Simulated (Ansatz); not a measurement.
**SnOs (hypothetical, Pm-3m): thermal expansion from first principles**

How much does SnOs (hypothetical) expand with temperature? The crystal structure is hypothetical: it was made by swapping elements on a known structure type.

Main program and level: Ansatz 0.2.0; DFT PBE, scalar-relativistic, plane waves, PAW.

## Step 1: The structure

The structure is cubic, space group Pm-3m (No. 221). The conventional cell has a = 2.923 Å, b = 2.923 Å, c = 2.923 Å, α = 90.00°, β = 90.00°, γ = 90.00°. Nearest to Sn lie 8 Os at 2.53 Å. Os has 8 Sn at 2.53 Å nearest. Farther neighbours are not listed.

## Step 2: A first coarse run

Before spending time, one coarse run tells the gap and the pressure of the starting cell.

Contents of input.yaml:

```yaml
crystal:
  lattice:
    - [2.92291, 0.0, 0.0]
    - [0.0, 2.92291, 0.0]
    - [0.0, 0.0, 2.92291]
  atoms:
    - { symbol: Sn, position: [0.5, 0.5, 0.5] }
    - { symbol: Os, position: [0.0, 0.0, 0.0] }
kpoints:
  mp_grid: { grid: [6, 6, 6] }
hamiltonian:
  xc: pbe
scf:
  occupations: { method: gaussian, width: 0.1 }
output:
  forces: true
  stress: true
  eigenvalues: true
```

Launch:

```bash
> ansatz run input.yaml --threads 4 --pin off --max-ram 8192MiB --backend cpu --events-out ev --progress --plain --runs-dir out
```

Numbers of over 12 decimals in the logs are rounded to 6 here.

The log of the run:

```text
Engine: ansatz 0.2.0, aarch64-unknown-linux-gnu
Pseudopotentials: kind: paw
Pseudopotential: Sn, paw, valence charge 14, recommended cutoff 420 eV (normal), Sn.paw.azcp
Pseudopotential: Os, paw, valence charge 16, recommended cutoff 420 eV (normal), Os.paw.azcp
Functional definition: PBE
  parameter kappa = 0.804
  parameter beta = 0.066725
  exchange = pbe_x(kappa = kappa, mu = beta*pi^2/3)
  correlation = pbe_c(beta = beta)
Crystal: 2 atoms, lattice volume = 24.972 Å³
Basis set: ecut = 420 eV, 461 PW (Γ), exchange–correlation on 40×40×40 points (8 copies of the dense FFT grid, shifted against one another)
Bands: 19, of which v1, the nominal top of the filled ones, is band 15 counted from 1 (14 counted from 0)
Symmetry: 48 space group operations
Space group: Pm-3m (ITA 221), of the structure as read, at distance tolerance 2.9e-5 Å
k-points: 20 of 216
Non-local potential: Sn, projectors of the file, l = 0: 2, l = 1: 2, l = 2: 2, l = 3: 2
Non-local potential: Os, projectors of the file, l = 0: 3, l = 1: 2, l = 2: 2, l = 3: 1
PAW form: soft (Blöchl's): semilocal exchange-correlation on the pseudo side does not see the compensation charge
PAW one-centre angular grid: Sn, 590 points (default); XC on 64 Gauss nodes
PAW one-centre angular grid: Os, 590 points (default); XC on 64 Gauss nodes
Initial density: superposition of atomic densities (neutral atoms: chi_scale 0, normalization atom), corrected by the library's trained network
Initial wavefunctions: pseudopotential atomic-orbital guess
Functional: x = pbe(κ = 0.804, μ = 0.219515), c = pbe(β = 0.066725)
SCF iter   1: F=—  HF=-17404.874352 eV  |F-HF|=—  |Δ(HF+E_count)|=         —  Δρ=1.59e-2  dr2=8.38e-2  ethr=1.77e-3  ⟨swp⟩=5.5  Hψ=1702  notcnv=0
preconditioner: auto → none  [insulator: Δε(μ)=0.487 eV  Ē_g=18.809 eV  σ=0.100 eV  W_gap=0.89  n_scr=6 (ndim 8)  ℏωp=34.9 eV  f_vac=0.000  D(μ)=0.51/eV (n_scr^D=0)  ε∞_Penn≈4.4]
SCF iter   2: F=—  HF=-17404.856534 eV  |F-HF|=—  |Δ(HF+E_count)|=   1.78e-2  Δρ=9.01e-3  dr2=2.64e-2  ethr=2.79e-4  ⟨swp⟩=2.1  Hψ=714  notcnv=0
SCF iter   3: F=—  HF=-17404.849197 eV  |F-HF|=—  |Δ(HF+E_count)|=   7.34e-3  Δρ=2.80e-3  dr2=6.84e-4  ethr=8.80e-5  ⟨swp⟩=2.1  Hψ=579  notcnv=0
SCF iter   4: F=—  HF=-17404.849066 eV  |F-HF|=—  |Δ(HF+E_count)|=   1.31e-4  Δρ=5.24e-4  dr2=8.47e-5  ethr=2.28e-6  ⟨swp⟩=2.2  Hψ=483  notcnv=0
SCF iter   5: F=—  HF=-17404.849013 eV  |F-HF|=—  |Δ(HF+E_count)|=   5.32e-5  Δρ=1.16e-4  dr2=4.93e-6  ethr=2.82e-7  ⟨swp⟩=2.1  Hψ=575  notcnv=0
SCF iter   6: F=—  HF=-17404.849011 eV  |F-HF|=—  |Δ(HF+E_count)|=   1.36e-6  Δρ=2.81e-5  dr2=2.67e-7  ethr=1.64e-8  ⟨swp⟩=2.0  Hψ=494  notcnv=0
SCF iter   7: F=-17404.849011 eV  HF=-17404.849011 eV  |F-HF|=3.55e-9  |Δ(HF+E_count)|=   7.39e-8  Δρ=3.45e-6  dr2=3.87e-9  ethr=3.33e-10  ⟨swp⟩=5.1  Hψ=1410  notcnv=0
SCF 1 converged in 7 iterations: F = -17404.849011 eV  dr2 = 3.87e-9
  greatest PAW one-centre occupation: 1.000 electrons in one spin orbital (limit 2), on the Os atom at site 1 (counted from 0), in its partial waves of l = 0
SCF converged after 7 iterations
Free energy (F): -17404.849011 eV
Harris-Foulkes:  -17404.849011 eV  (|F-HF|=3.55e-9)
Internal energy: -17404.846260 eV  (E = F + TS)
E sigma→0 (E₀):  -17404.847635 eV
Entropy (-TS):   -0.002752 eV (-1.376 meV/atom)
Fermi energy:    29.481236 eV
--- Per-component energies (eV) ---
  E_band       = 120.559296
  E_kinetic    = 782.355608
  E_local      = -934.367247  (includes V_loc(G=0)·N_el)
  E_nonlocal   = -29.523779
  E_hartree    = 636.514345
  E_xc         = -659.229590
  E_vxc        = -393.930631  (∫ρ·V_xc dr)
  E_paw        = -13156.634331  (= ΣΔE_a)
  E_vpaw       = -577.003974  (= ΣTr[D̂ρ^β])
  E_aug_tail   = -0.000088  (compensation charges beyond the density's cutoff)
  E_ewald      = -4043.961179
  E_smearing   = -0.002752  (= −TS)
  E_closure    = 0.000000  (closes the sum)
  Σ components = -17404.849011   (vs F -17404.849011, Δ=0.00e0)
--- Forces (eV/Å), atoms counted from 1 ---
  atom   1  Sn     0.00000000    -0.00000000     0.00000000
  atom   2  Os    -0.00000000     0.00000000     0.00000000
  max |Σ_I F_I| component: 9.33e-30 eV/Å
--- Stress (GPa, compression-positive) ---
      138.650416       0.000000       0.000000
        0.000000     138.650416      -0.000000
        0.000000      -0.000000     138.650416
  P = ⅓ Tr σ = 138.6504 GPa (1386.504 kbar)
--- Band table (eV; the first three rows and the last of 20) ---
  k-point 0: bands = [... 11 lower, 22.7459, 27.8114, 27.8114, 27.8114, 31.4815, 31.4815, 31.4815, 40.3287]
  k-point 1: bands = [... 11 lower, 22.7550, 26.4026, 26.4026, 27.7410, 29.7170, 33.5153, 33.5153, 39.2110]
  k-point 2: bands = [... 11 lower, 22.7732, 24.8289, 24.8289, 27.6015, 29.0378, 37.0138, 37.0138, 37.1536]
  k-point 19: bands = [... 11 lower, 20.0215, 26.0649, 29.7965, 29.7965, 32.0034, 32.0034, 32.0034, 34.9555]
```

The job ended after 0.37 s (4 threads of Arm Neoverse V1, shared host; peak memory 0.34 GiB).

This step gave:

| Item | Value |
| --- | --- |
| pressure | 138.7 GPa |
| volume per atom | 12.49 Å³ |
| gap on the k-mesh | 0 eV |

The start is under 139 GPa at this level and looks like a metal on this mesh.

## Step 3: A loose first relaxation

The start is far from rest, so a relaxation with loose thresholds first brings it near the minimum.

input.yaml, as its differences from that of step 2:

```diff
@@ -18 +18,6 @@
   eigenvalues: true
+relax:
+  adjacent_minimum: "off"
+  f_tol: 0.05
+  max_steps: 80
+  cell: { stress_tol: 0.5 }
```

The log of the run:

```text
[...]
Crystal: 2 atoms, lattice volume = 24.972 Å³
Basis set: ecut = 420 eV, 461 PW (Γ), exchange–correlation on 40×40×40 points (8 copies of the dense FFT grid, shifted against one another)
Bands: 19, of which v1, the nominal top of the filled ones, is band 15 counted from 1 (14 counted from 0)
Symmetry: 48 space group operations
[...]
k-points: 20 of 216
[...]
SCF iter   1: F=—  HF=-17404.874352 eV  |F-HF|=—  |Δ(HF+E_count)|=         —  Δρ=1.59e-2  dr2=8.38e-2  ethr=1.77e-3  ⟨swp⟩=5.5  Hψ=1702  notcnv=0
[...]
SCF iter   7: F=-17404.849011 eV  HF=-17404.849011 eV  |F-HF|=3.55e-9  |Δ(HF+E_count)|=   7.39e-8  Δρ=3.45e-6  dr2=3.87e-9  ethr=3.33e-10  ⟨swp⟩=5.1  Hψ=1410  notcnv=0
SCF 1 converged in 7 iterations: F = -17404.849011 eV  dr2 = 3.87e-9
[...]
relax step   1: F+E_penalty+E_count = -17404.84901125 eV  Δ(F+E_penalty+E_count) = +0.000e0 eV  max|allowed force component| = 2.334e-29 eV/Å  Δτ_max = 0.0000 Å  P = +138.650 GPa  Ω = 24.972 Å³  (7 SCF iters, dr2 threshold 1.00e-7 eV, accepted)
Crystal: 2 atoms, lattice volume = 28.805 Å³
Basis set: ecut = 420 eV, 587 PW (Γ), exchange–correlation on 40×40×40 points (8 copies of the dense FFT grid, shifted against one another)
[...]
iter 1 solved again at ethr=1.83e-4 eV; its pass at ethr=3.10e-3 eV (dr2=5.48e-2 eV) is discarded
[...]
SCF iter   6: F=-17407.052042 eV  HF=-17407.052042 eV  |F-HF|=4.04e-10  |Δ(HF+E_count)|=   3.95e-9  Δρ=2.37e-6  dr2=8.54e-10  ethr=2.32e-10  ⟨swp⟩=2.4  Hψ=1445  notcnv=0
SCF 2 converged in 6 iterations: F = -17407.052042 eV  dr2 = 8.54e-10
relax step   2: F+E_penalty+E_count = -17407.05204232 eV  Δ(F+E_penalty+E_count) = -2.203e0 eV  max|allowed force component| = 3.484e-30 eV/Å  Δτ_max = 0.0000 Å  P = +55.505 GPa  Ω = 28.805 Å³  energy of the carried Pulay correction = -8.156e-3 eV  (6 SCF iters, dr2 threshold 2.00e-7 eV, accepted)
Crystal: 2 atoms, lattice volume = 32.082 Å³
Basis set: ecut = 420 eV, 619 PW (Γ), exchange–correlation on 40×40×40 points (8 copies of the dense FFT grid, shifted against one another)
[...]
SCF iter   6: F=-17407.752192 eV  HF=-17407.752192 eV  |F-HF|=4.40e-10  |Δ(HF+E_count)|=   1.03e-8  Δρ=1.28e-6  dr2=3.63e-10  ethr=8.20e-11  ⟨swp⟩=2.1  Hψ=1357  notcnv=0
SCF 3 converged in 6 iterations: F = -17407.752192 eV  dr2 = 3.63e-10
relax step   3: F+E_penalty+E_count = -17407.75219200 eV  Δ(F+E_penalty+E_count) = -7.001e-1 eV  max|allowed force component| = 3.471e-29 eV/Å  Δτ_max = 0.0000 Å  P = +17.016 GPa  Ω = 32.082 Å³  energy of the carried Pulay correction = -1.427e-2 eV  (6 SCF iters, dr2 threshold 2.00e-7 eV, accepted)
[...]
relax step   4: F+E_penalty+E_count = -17407.85639416 eV  Δ(F+E_penalty+E_count) = -1.042e-1 eV  max|allowed force component| = 3.123e-30 eV/Å  Δτ_max = 0.0000 Å  P = +3.801 GPa  Ω = 33.778 Å³  energy of the carried Pulay correction = -1.717e-2 eV  (6 SCF iters, dr2 threshold 2.00e-7 eV, accepted)
[...]
relax step   5: F+E_penalty+E_count = -17407.86229373 eV  Δ(F+E_penalty+E_count) = -5.900e-3 eV  max|allowed force component| = 1.538e-29 eV/Å  Δτ_max = 0.0000 Å  P = +0.001 GPa  Ω = 34.367 Å³  energy of the carried Pulay correction = -1.814e-2 eV  (6 SCF iters, dr2 threshold 2.00e-7 eV, accepted)
[...]
relax step   6: F+E_penalty+E_count = -17407.88666013 eV  Δ(F+E_penalty+E_count) = -2.437e-2 eV  max|allowed force component| = 6.968e-30 eV/Å  Δτ_max = 0.0000 Å  P = +0.888 GPa  Ω = 34.367 Å³  stress off target by 8.88e-1 GPa  SCF on the basis re-selected at this cell (its energy is not comparable with the rows above)  (6 SCF iters)
[...]
relax step   7: F+E_penalty+E_count = -17407.88697797 eV  Δ(F+E_penalty+E_count) = -3.178e-4 eV  max|allowed force component| = 3.629e-29 eV/Å  Δτ_max = 0.0000 Å  P = +0.071 GPa  Ω = 34.511 Å³  energy of the carried Pulay correction = -1.124e-4 eV  (6 SCF iters, dr2 threshold 2.00e-7 eV, accepted)
[...]
SCF iter   7: F=-17407.887053 eV  HF=-17407.887053 eV  |F-HF|=1.09e-11  |Δ(HF+E_count)|=  1.46e-11  Δρ=2.26e-9  dr2=1.22e-15  ethr=1.00e-12  ⟨swp⟩=1.0  Hψ=840  notcnv=0
SCF 8 converged in 7 iterations: F = -17407.887053 eV  dr2 = 1.22e-15
relax step   8: F+E_penalty+E_count = -17407.88705331 eV  Δ(F+E_penalty+E_count) = -7.534e-5 eV  max|allowed force component| = 1.998e-29 eV/Å  Δτ_max = 0.0000 Å  P = +0.069 GPa  Ω = 34.511 Å³  stress off target by 6.86e-2 GPa  SCF on the basis re-selected at this cell (its energy is not comparable with the rows above)  (7 SCF iters)
[...]
SCF converged after 7 iterations
Free energy (F): -17407.887053 eV
[...]
Internal energy: -17407.884302 eV  (E = F + TS)
E sigma→0 (E₀):  -17407.885678 eV
Entropy (-TS):   -0.002752 eV (-1.376 meV/atom)
Fermi energy:    19.960369 eV
[...]
--- Stress (GPa, compression-positive) ---
        0.068631       0.000000       0.000000
        0.000000       0.068631       0.000000
        0.000000       0.000000       0.068631
  P = ⅓ Tr σ = 0.0686 GPa (0.686 kbar)
--- Band table (eV; the first three rows and the last of 20) ---
  k-point 0: bands = [... 11 lower, 15.7939, 18.9644, 18.9644, 18.9644, 21.9091, 21.9091, 21.9091, 26.3170]
  k-point 1: bands = [... 11 lower, 15.8605, 18.1372, 18.1372, 18.9558, 20.1968, 23.2402, 23.2402, 27.6829]
  k-point 2: bands = [... 11 lower, 16.0018, 17.1557, 17.1557, 18.9384, 19.7230, 25.7734, 25.7734, 27.6239]
  k-point 19: bands = [... 11 lower, 13.7936, 16.0812, 20.2172, 20.2172, 22.1996, 22.1996, 22.1996, 23.6360]
--- Relaxed structure (6 steps of the walk, 6 accepted, 2 SCFs on fresh bases) ---
  F+E_penalty+E_count = -17407.88705331 eV   max|allowed force component| = 1.998e-29 eV/Å   (the final SCF, on the basis selected at the relaxed cell)
  cell:  # Å, volume = 34.5109 Å³
    - [3.255758, 0, 0]
    - [0, 3.255758, 0]
    - [0, 0, 3.255758]
  atoms:
    - { symbol: Sn, position: [0.500000, 0.500000, 0.500000] }
    - { symbol: Os, position: [0, 0, 0] }
```

Wall time 2.7 s (4 threads); peak memory 0.38 GiB; 8.1 s of CPU time.

The steps of the relaxation:

| step | energy less that of the first step (eV) | largest force component (eV/Å) | pressure (GPa) | volume (Å³) |
| --- | --- | --- | --- | --- |
| 1 | 0.0000 | 0.0000 | 138.65 | 24.97 |
| 2 | -2.2030 | 0.0000 | 55.50 | 28.80 |
| 3 | -2.9032 | 0.0000 | 17.02 | 32.08 |
| 4 | -3.0074 | 0.0000 | 3.80 | 33.78 |
| 5 | -3.0133 | 0.0000 | 0.00 | 34.37 |
| 6* | -3.0376 | 0.0000 | 0.89 | 34.37 |
| 7 | -3.0380 | 0.0000 | 0.07 | 34.51 |
| 8* | -3.0380 | 0.0000 | 0.07 | 34.51 |

Relaxation steps marked * repeat the geometry before them on a plane-wave basis chosen anew for their cell, so energy and pressure can jump there.

Forces are held to the 48 operations that the run works with; a distortion that breaks them can't arise in this run.

| conventional cell, symmetrised | before | after | change |
| --- | --- | --- | --- |
| a (Å) | 2.923 | 3.256 | +11.4 % |
| b (Å) | 2.923 | 3.256 | +11.4 % |
| c (Å) | 2.923 | 3.256 | +11.4 % |
| volume (Å³/atom) | 12.49 | 17.26 | +38.2 % |

The relaxed structure:

```xyz
2
Lattice="3.2558 0.0000 0.0000 0.0000 3.2558 0.0000 0.0000 0.0000 3.2558" Properties=species:S:1:pos:R:3 pbc="T T T"
Sn    1.6279    1.6279    1.6279
Os    0.0000    0.0000    0.0000
```

This step gave:

```
pressure        : 0.06863 GPa
volume per atom : 17.26 Å³
```

The relaxation ends with a pressure of 0.07 GPa.

## Step 4: Finding the static equilibrium

The vibrations must be taken about the equilibrium of this functional, not about the starting cell, so the structure is relaxed.

input.yaml, the sections that differ from step 3:

```yaml
crystal:
  lattice:
    - [3.2557581579, 0.0, 0.0]
    - [0.0, 3.2557581579, 0.0]
    - [0.0, 0.0, 3.2557581579]
  atoms:
    - { symbol: Sn, position: [0.5, 0.5, 0.5] }
    - { symbol: Os, position: [0.0, 0.0, 0.0] }
kpoints:
  mp_grid: { grid: [14, 14, 14] }
relax:
  adjacent_minimum: "off"
  f_tol: 0.005
  max_steps: 80
  cell: { stress_tol: 0.05 }
# hamiltonian, scf, output: as in step 3
```

The log of the run:

```text
[...]
Crystal: 2 atoms, lattice volume = 34.511 Å³
Basis set: ecut = 420 eV, 691 PW (Γ), exchange–correlation on 48×48×48 points (8 copies of the dense FFT grid, shifted against one another)
Bands: 19, of which v1, the nominal top of the filled ones, is band 15 counted from 1 (14 counted from 0)
Symmetry: 48 space group operations
[...]
k-points: 120 of 2744
[...]
k-point 119: bands = [... 11 lower, 13.8307, 16.1186, 20.2903, 20.2903, 22.2571, 22.2571, 22.2571, 23.7095]
--- Relaxed structure (3 steps of the walk, 2 accepted, 1 SCFs on fresh bases) ---
[...]
cell:  # Å, volume = 34.4361 Å³
    - [3.253403, 0.0, 0]
    - [0.0, 3.253403, 0]
    - [0.0, 0, 3.253403]
  atoms:
    - { symbol: Sn, position: [0.500000, 0.500000, 0.500000] }
    - { symbol: Os, position: [0.0, 0, 0] }
[key lines of the parts left out:]
SCF converged after 8 iterations
Free energy (F): -17407.861266 eV
Fermi energy:    19.673333 eV
P = ⅓ Tr σ = -0.0038 GPa (-0.038 kbar)
```

Wall time 5 s (4 threads); peak memory 0.46 GiB; 18 s of CPU time.

Little changed from the start: no atom moved by 0.005 Å and no cell edge by 0.1 %.

Numbers from this step:

```yaml
pressure: -0.003848 GPa
volume_per_atom: 17.22 Å³
```

## Step 5: Tight relaxation

The thresholds are tightened for a last relaxation ahead of the phonons, and where mesh or smearing change with them the cell follows.

Contents of input.yaml:

```yaml
crystal:
  lattice:
    - [3.2534030801, 0.0, 0.0]
    - [0.0, 3.2534030801, 0.0]
    - [0.0, 0.0, 3.2534030801]
  atoms:
    - { symbol: Sn, position: [0.5, 0.5, 0.5] }
    - { symbol: Os, position: [0.0, 0.0, 0.0] }
kpoints:
  mp_grid: { grid: [16, 16, 16] }
hamiltonian:
  xc: pbe
scf:
  occupations: { method: methfessel_paxton, width: 0.2 }
output:
  forces: true
  stress: true
  eigenvalues: true
relax:
  adjacent_minimum: "off"
  f_tol: 0.001
  max_steps: 60
  cell: { stress_tol: 0.01 }
```

The log of the run:

```text
[...]
Crystal: 2 atoms, lattice volume = 34.436 Å³
Basis set: ecut = 420 eV, 691 PW (Γ), exchange–correlation on 48×48×48 points (8 copies of the dense FFT grid, shifted against one another)
Bands: 19, of which v1, the nominal top of the filled ones, is band 15 counted from 1 (14 counted from 0)
Symmetry: 48 space group operations
[...]
k-points: 165 of 4096
[...]
k-point 164: bands = [... 11 lower, 13.8216, 16.1080, 20.2731, 20.2731, 22.2432, 22.2432, 22.2432, 23.6922]
--- Relaxed structure (3 steps of the walk, 2 accepted, 1 SCFs on fresh bases) ---
[...]
cell:  # Å, volume = 34.4542 Å³
    - [3.253975, 0, 0]
    - [0, 3.253975, 0.0]
    - [0.0, 0.0, 3.253975]
  atoms:
    - { symbol: Sn, position: [0.5, 0.5, 0.5] }
    - { symbol: Os, position: [0, 0, 0] }
[key lines of the parts left out:]
SCF converged after 5 iterations
Free energy (F): -17407.860125 eV
Fermi energy:    19.701375 eV
P = ⅓ Tr σ = -0.0001 GPa (-0.001 kbar)
```

Elapsed: 6.3 s, on 4 threads; peak memory 0.48 GiB.

Little changed from the start: no atom moved by 0.005 Å and no cell edge by 0.1 %.

Numbers from this step:

- pressure: -1.18e-4 GPa
- volume per atom: 17.23 Å³

The residual pressure is -1.2e-4 GPa, small enough for phonons.

[end of part 1 of 3]

[Logs are printed without paths, hosts, clocks, repeated set-up lines and the standing remarks that a program may print on its own settings, such as how far it seeks lower states.]

[Hosts, paths, dates, database ids (printed as entryN), source tags and the programs' standing remarks are cut or masked in the printed files.]

[A step with changed settings may run another functional than the one named; its input shows which.]
